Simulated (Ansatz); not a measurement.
# What Sc3BC (built on the sites of a database entry of Sc3InC) distorts into, part 2 of 2

Wanted: the energy along a soft mode of Sc3BC (built on the sites of a database entry of Sc3InC) and the structure at the end.

Ansatz 0.2.0; DFT LDA, scalar-relativistic, plane waves, PAW.

So far, highest frequency on the path or at a solved wavevector (cm⁻¹): step 2 (phonons on a q mesh) 666. Also lowest frequency on the path (cm⁻¹): step 2 -131.

The structure was built from a prototype and need not be the compound's stable phase.

### Step 4. The mode frozen in, largest atomic shift 0.6 Å

The atoms are moved along the unstable eigenvector, the largest shift by 0.6 Å, with the cell fixed.

Contents of input.yaml:

```yaml
crystal:
  lattice:
    - [-4.2666960729, 0.0, 0.0]
    - [0.0, -4.2666960729, -4.2666960729]
    - [0.0, -4.2666960729, 4.2666960729]
  atoms:
    - { symbol: Sc, position: [0.5, 0.3203120154, 0.6796879846] }
    - { symbol: Sc, position: [0.5, 0.6796879846, 0.3203120154] }
    - { symbol: Sc, position: [1.0, 0.0, 0.5] }
    - { symbol: Sc, position: [1.0, 0.5, 0.0] }
    - { symbol: Sc, position: [0.5, 0.1796879846, 0.1796879846] }
    - { symbol: Sc, position: [0.5, 0.8203120154, 0.8203120154] }
    - { symbol: B, position: [1.0, 0.5, 0.5] }
    - { symbol: B, position: [1.0, 1.0, 1.0] }
    - { symbol: C, position: [0.5, 0.0, 0.5] }
    - { symbol: C, position: [0.5, 0.5, 0.0] }
kpoints:
  mp_grid: { grid: [8, 6, 6] }
hamiltonian:
  xc: lda
scf:
  occupations: { method: methfessel_paxton, width: 0.2 }
output:
  forces: true
  stress: true
  eigenvalues: true
```

The run is started by

```console
$ ansatz run input.yaml --threads 8 --pin off --max-ram 14336MiB --backend cpu --events-out ev --progress --plain --runs-dir out
```

Numbers of over 12 decimals in the logs are rounded to 6 here.

The log of the run:

```text
[...]
Crystal: 10 atoms, lattice volume = 155.348 Å³
Basis set: ecut = 420 eV, 3019 PW (Γ)
Bands: 50, of which v1, the nominal top of the filled ones, is band 40 counted from 1 (39 counted from 0)
Symmetry: 16 space group operations
[...]
k-points: 50 of 288
[...]
k-point 0: bands = [... 36 lower, 9.3636, 9.8691, 9.9360, 9.9573, 9.9573, 10.4595, 10.8043, 10.8043, ... 6 higher]
  k-point 1: bands = [... 36 lower, 9.2919, 9.7076, 9.7673, 9.9905, 10.0486, 10.0534, 10.7512, 10.7712, ... 6 higher]
  k-point 2: bands = [... 36 lower, 9.0935, 9.2343, 9.3491, 9.4264, 10.2728, 10.3019, 10.7370, 11.0805, ... 6 higher]
  k-point 49: bands = [... 36 lower, 9.0019, 9.0019, 9.6465, 9.6465, 10.3838, 10.3838, 11.7951, 11.7951, ... 6 higher]
[key lines of the parts left out:]
SCF converged after 8 iterations
Free energy (F): -13322.253411 eV
Fermi energy:    10.030223 eV
P = ⅓ Tr σ = -1.9551 GPa (-19.551 kbar)
```

The job ended after 2.5 s (8 threads of Intel Xeon Platinum 8488C (Sapphire Rapids), shared host; peak memory 0.9 GiB; 18 s of CPU time).

Numbers from this step:

```yaml
pressure: -1.955 GPa
energy_from_the_undistorted_cell: -101.3 meV/atom
```

The energy, extrapolated to zero smearing, is -101.30 meV/atom against the undistorted cell.

The run ends at a pressure of -1.96 GPa, with forces up to 0.021 eV/Å.

### Step 5. Energy along the mode, all amplitudes (two of the runs are shown above)

An imaginary frequency means negative curvature, so the energy should fall and then rise again as anharmonic terms take over.

Numbers from this step:

```
depth at the lowest point sampled  : 101.3 meV/atom
largest atomic shift at that point : 0.6 Å
```

The energy from the parent by largest atomic shift:

```tsv
largest atomic shift (Å)	energy from the parent (meV/atom)
0.000	0
0.040	-0.904
0.080	-3.59
0.140	-10.8
0.220	-25.5
0.320	-49.4
0.450	-81.6
0.600	-101
```

Displacement at unit largest shift by atom:

```tsv
atom	x (Å)	y (Å)	z (Å)	size
Sc1	0.00	0.00	-1.00	1.00
Sc2	0.00	0.00	1.00	1.00
Sc3	0.00	0.00	0.00	0.00
Sc4	0.00	0.00	0.00	0.00
Sc5	0.00	1.00	0.00	1.00
Sc6	0.00	-1.00	0.00	1.00
B7	0.00	0.00	0.00	0.00
B8	0.00	0.00	0.00	0.00
C9	0.00	0.00	0.00	0.00
C10	0.00	0.00	0.00	0.00
```

The lowest of the steps tried is the last one, at 0.6 Å, 101 meV/atom below the parent; the bottom of the well need not coincide with a step.

### Step 6. Relaxation from the frozen mode

Starting from the lowest point found, all atoms and the cell are let go, so that strain and other modes of the same symmetry can join in.

input.yaml, as its differences from that of step 4:

```diff
@@ -26 +26,6 @@
   eigenvalues: true
+relax:
+  adjacent_minimum: "off"
+  f_tol: 0.002
+  max_steps: 120
+  cell: { stress_tol: 0.03 }
```

The log of the run:

```text
[...]
Crystal: 10 atoms, lattice volume = 155.348 Å³
Basis set: ecut = 420 eV, 3019 PW (Γ)
Bands: 50, of which v1, the nominal top of the filled ones, is band 40 counted from 1 (39 counted from 0)
Symmetry: 16 space group operations
[...]
k-points: 50 of 288
[...]
SCF iter   1: F=—  HF=-13322.299516 eV  |F-HF|=—  |Δ(HF+E_count)|=         —  Δρ=8.19e-3  dr2=1.95e-1  ethr=1.77e-3  ⟨swp⟩=4.3  Hψ=9460  notcnv=0
[...]
SCF iter   8: F=-13322.253411 eV  HF=-13322.253411 eV  |F-HF|=5.95e-10  |Δ(HF+E_count)|=   8.10e-8  S|Δr|=    0.00e0  Δρ=3.87e-6  dr2=1.95e-8  ethr=1.25e-10  ⟨swp⟩=7.6  Hψ=10653  notcnv=0
SCF 1 converged in 8 iterations: F = -13322.253411 eV  dr2 = 1.95e-8
[...]
relax step   1: F+E_penalty+E_count = -13322.25341062 eV  Δ(F+E_penalty+E_count) = +0.000e0 eV  max|allowed force component| = 2.051e-2 eV/Å  Δτ_max = 0.0000 Å  P = -1.955 GPa  Ω = 155.348 Å³  (8 SCF iters, dr2 threshold 1.00e-7 eV, accepted)
Crystal: 10 atoms, lattice volume = 150.336 Å³
Basis set: ecut = 420 eV, 2939 PW (Γ)
[...]
SCF iter   6: F=-13322.275057 eV  HF=-13322.275057 eV  |F-HF|=2.79e-7  |Δ(HF+E_count)|=   1.08e-6  S|Δr|=    0.00e0  Δρ=1.57e-5  dr2=5.08e-7  ethr=1.25e-9  ⟨swp⟩=6.8  Hψ=9773  notcnv=0
SCF 2 converged in 6 iterations: F = -13322.275057 eV  dr2 = 5.08e-7
[...]
relax step   2: F+E_penalty+E_count = -13322.27505718 eV  Δ(F+E_penalty+E_count) = -2.165e-2 eV  max|allowed force component| = 1.835e-1 eV/Å  Δτ_max = 0.0433 Å  P = +1.590 GPa  Ω = 150.336 Å³  energy of the carried Pulay correction = +3.487e-3 eV  (6 SCF iters, dr2 threshold 1.00e-6 eV, accepted)
Crystal: 10 atoms, lattice volume = 152.520 Å³
Basis set: ecut = 420 eV, 2983 PW (Γ)
[...]
SCF iter   6: F=-13322.295977 eV  HF=-13322.295977 eV  |F-HF|=9.30e-8  |Δ(HF+E_count)|=   2.04e-7  S|Δr|=    0.00e0  Δρ=8.34e-6  dr2=1.52e-7  ethr=1.25e-9  ⟨swp⟩=6.2  Hψ=9131  notcnv=0
SCF 3 converged in 6 iterations: F = -13322.295977 eV  dr2 = 1.52e-7
relax step   3: F+E_penalty+E_count = -13322.29597702 eV  Δ(F+E_penalty+E_count) = -2.092e-2 eV  max|allowed force component| = 3.409e-2 eV/Å  Δτ_max = 0.0271 Å  P = -0.056 GPa  Ω = 152.520 Å³  energy of the carried Pulay correction = +1.954e-3 eV  (6 SCF iters, dr2 threshold 1.00e-6 eV, accepted)
[...]
relax step   4: F+E_penalty+E_count = -13322.29632894 eV  Δ(F+E_penalty+E_count) = -3.519e-4 eV  max|allowed force component| = 2.972e-2 eV/Å  Δτ_max = 0.0101 Å  P = +0.119 GPa  Ω = 152.312 Å³  energy of the carried Pulay correction = +2.099e-3 eV  (6 SCF iters, dr2 threshold 1.28e-7 eV, accepted)
[...]
relax step   5: F+E_penalty+E_count = -13322.29658715 eV  Δ(F+E_penalty+E_count) = -2.582e-4 eV  max|allowed force component| = 5.232e-4 eV/Å  Δτ_max = 0.0048 Å  P = -0.001 GPa  Ω = 152.444 Å³  energy of the carried Pulay correction = +2.007e-3 eV  (5 SCF iters, dr2 threshold 6.44e-8 eV, accepted)
[...]
SCF iter   6: F=-13322.294870 eV  HF=-13322.294870 eV  |F-HF|=0.00e0  |Δ(HF+E_count)|=  1.46e-11  S|Δr|=    0.00e0  Δρ=2.67e-8  dr2=2.46e-12  ethr=1.00e-12  ⟨swp⟩=4.4  Hψ=7482  notcnv=0
SCF 6 converged in 6 iterations: F = -13322.294870 eV  dr2 = 2.46e-12
relax step   6: F+E_penalty+E_count = -13322.29487045 eV  Δ(F+E_penalty+E_count) = +1.717e-3 eV  max|allowed force component| = 4.630e-4 eV/Å  Δτ_max = 0.0000 Å  P = -0.017 GPa  Ω = 152.444 Å³  stress off target by 2.26e-2 GPa  SCF on the basis re-selected at this cell (its energy is not comparable with the rows above)  (6 SCF iters)
basis re-selected at this cell: Δ(F+E_penalty+E_count) = +1.717e-3 eV, ΔP = -0.016 GPa vs the last step (what re-selecting the basis moved, of the pressure what is left beyond the Pulay correction that the steps carried, after the strain that the cell walked since its last selection, with what the two solves' SCF thresholds leave and, on support functions, any second-order correction that the steps lacked; it is no measure of the basis error at this ecutwfc). The dense FFT grid was sized anew with the basis: this SCF ran on 30×40×40 points, the steps before it on 30×45×45, so part of this shift can come from that change (see relax.cell in the input reference). [rest of the remark cut]
SCF converged after 6 iterations
[...]
Free energy (F): -13322.294870 eV
[...]
Internal energy: -13322.304138 eV  (E = F + TS)
E sigma→0 (E₀):  -13322.297187 eV
Entropy (-TS):   0.009267 eV (0.927 meV/atom)
Fermi energy:    10.275074 eV
[...]
--- Forces (eV/Å), atoms counted from 1 ---
  atom   1  Sc     0.00000000     0.00000000    -0.00046304
  atom   2  Sc    -0.00000000    -0.00000000     0.00046304
  atom   3  Sc    -0.00000000     0.00000000    -0.00000000
  atom   4  Sc    -0.00000000     0.00000000    -0.00000000
  atom   5  Sc     0.00000000     0.00046304    -0.00000000
  atom   6  Sc    -0.00000000    -0.00046304     0.00000000
  atom   7  B      0.00000000     0.00000000    -0.00000000
  atom   8  B     -0.00000000     0.00000000     0.00000000
  atom   9  C     -0.00000000     0.00000000     0.00000000
  atom  10  C     -0.00000000     0.00000000    -0.00000000
  max |Σ_I F_I| component: 1.73e-18 eV/Å
--- Stress (GPa, compression-positive) ---
       -0.006693       0.000000      -0.000000
        0.000000      -0.022593       0.000000
       -0.000000       0.000000      -0.022593
  P = ⅓ Tr σ = -0.0173 GPa (-0.173 kbar)
--- Band table (eV; the first three rows and the last of 50) ---
  k-point 0: bands = [... 36 lower, 9.4994, 10.0590, 10.1583, 10.1583, 10.1988, 10.6474, 11.0622, 11.0622, ... 6 higher]
  k-point 1: bands = [... 36 lower, 9.4286, 9.8848, 10.0098, 10.1943, 10.2526, 10.3028, 10.9866, 11.0130, ... 6 higher]
  k-point 2: bands = [... 36 lower, 9.2397, 9.4654, 9.5706, 9.5846, 10.4854, 10.5142, 10.9855, 11.3195, ... 6 higher]
  k-point 49: bands = [... 36 lower, 9.2434, 9.2434, 9.8952, 9.8952, 10.5782, 10.5782, 11.9551, 11.9551, ... 6 higher]
--- Relaxed structure (5 steps of the walk, 5 accepted, 1 SCFs on fresh bases) ---
  F+E_penalty+E_count = -13322.29487045 eV   max|allowed force component| = 4.630e-4 eV/Å   (the final SCF, on the basis selected at the relaxed cell)
  cell:  # Å, volume = 152.4439 Å³
    - [-4.290623, 0, 0]
    - [0, -4.214828, -4.214828]
    - [0, -4.214828, 4.214828]
  atoms:
    - { symbol: Sc, position: [0.5, 0.321588, 0.678412] }
    - { symbol: Sc, position: [0.5, 0.678412, 0.321588] }
    - { symbol: Sc, position: [1.0, 0.0, 0.500000] }
    - { symbol: Sc, position: [1.0, 0.500000, 0.0] }
    - { symbol: Sc, position: [0.5, 0.178412, 0.178412] }
    - { symbol: Sc, position: [0.5, 0.821588, 0.821588] }
    - { symbol: B, position: [1.0, 0.500000, 0.500000] }
    - { symbol: B, position: [1.0, 1.000000, 1.000000] }
    - { symbol: C, position: [0.5, 0.0, 0.500000] }
    - { symbol: C, position: [0.5, 0.500000, 0.0] }
```

Elapsed: 17 s, on 8 threads; peak memory 0.95 GiB.

Relaxation path:

```tsv
step	energy less that of the first step (eV)	largest force component (eV/Å)	pressure (GPa)	volume (Å³)
1	0.0000	0.0205	-1.96	155.35
2	-0.0216	0.1835	1.59	150.34
3	-0.0426	0.0341	-0.06	152.52
4	-0.0429	0.0297	0.12	152.31
5	-0.0432	0.0005	0.00	152.44
6*	-0.0415	0.0005	-0.02	152.44
```

Relaxation steps marked * repeat the geometry before them on a plane-wave basis chosen anew for their cell, so energy and pressure can jump there.

The run keeps the 16 symmetry operations that it works with, so distortions that break them were not tested.

```tsv
cell as run	before	after	change
a (Å)	4.267	4.291	+0.6 %
b (Å)	6.034	5.961	-1.2 %
c (Å)	6.034	5.961	-1.2 %
volume (Å³/atom)	15.53	15.24	-1.9 %
```

The atoms that moved most (Å, as changes of fractional coordinates times the final cell):

```tsv
atom	dx	dy	dz	length
Sc5	0.000	0.011	0.000	0.011
Sc6	0.000	-0.011	0.000	0.011
Sc1	0.000	0.000	-0.011	0.011
Sc2	0.000	0.000	0.011	0.011
```

The relaxed structure:

```
Sc B C
1.0
    -4.29062    0.00000    0.00000
     0.00000   -4.21483   -4.21483
     0.00000   -4.21483    4.21483
Sc B C
6 2 2
Direct
  0.50000 0.32159 0.67841
  0.50000 0.67841 0.32159
  0.00000 0.00000 0.50000
  0.00000 0.50000 0.00000
  0.50000 0.17841 0.17841
  0.50000 0.82159 0.82159
  0.00000 0.50000 0.50000
  0.00000 0.00000 0.00000
  0.50000 0.00000 0.50000
  0.50000 0.50000 0.00000
```

Numbers from this step:

- pressure: -0.01729 GPa
- volume per atom: 15.24 Å³

The distorted start has space group P4/mbm; the relaxation ends in P4/mbm.

### Step 7. Outcome

| Quantity | Value |
| --- | --- |
| unstable mode of the parent | q = (0, -0.5, -0.5), 131i cm⁻¹ |
| depth at the lowest point sampled | 101 meV/atom |
| largest atomic shift at that point | 0.6 Å |
| space group reached (within 0.01 Å) | P4/mbm |
| energy gained over the parent (first relaxation, on the mesh of the frozen mode) | 105 meV/atom |
| volume per atom, phase reached | 15.2 Å³ |

**Reading.** Along this mode the structure falls into P4/mbm, 105 meV/atom below the parent. At the parent's cell the well is 101.3 meV/atom deep on the steps tried, with its lowest point at a shift of 0.6 Å. That is the last step tried, so the steps alone don't bracket the bottom of the well. Relaxing atoms and cell changes the gain by +4.17 meV/atom against the lowest step (energies at zero smearing). The modes of the phase reached were not computed on this path. Of the 4 patterns followed to their end from this parent, this one ends 67.3 meV/atom above the lowest, Imma. Each path keeps the symmetry of its pattern, so a lower phase may lie along a pattern not tried. With no gap, or one that is small against the smearing, the frequencies hang on the k mesh and the smearing, most of all near Kohn anomalies. The starting cell was built on a prototype and not taken from a measurement, so the phase need not exist.

[Logs are printed without paths, hosts, clocks, repeated set-up lines and the standing remarks that a program may print on its own settings, such as how far it seeks lower states.]

[Hosts, paths, dates, database ids (printed as entryN), source tags and the programs' standing remarks are cut or masked in the printed files.]
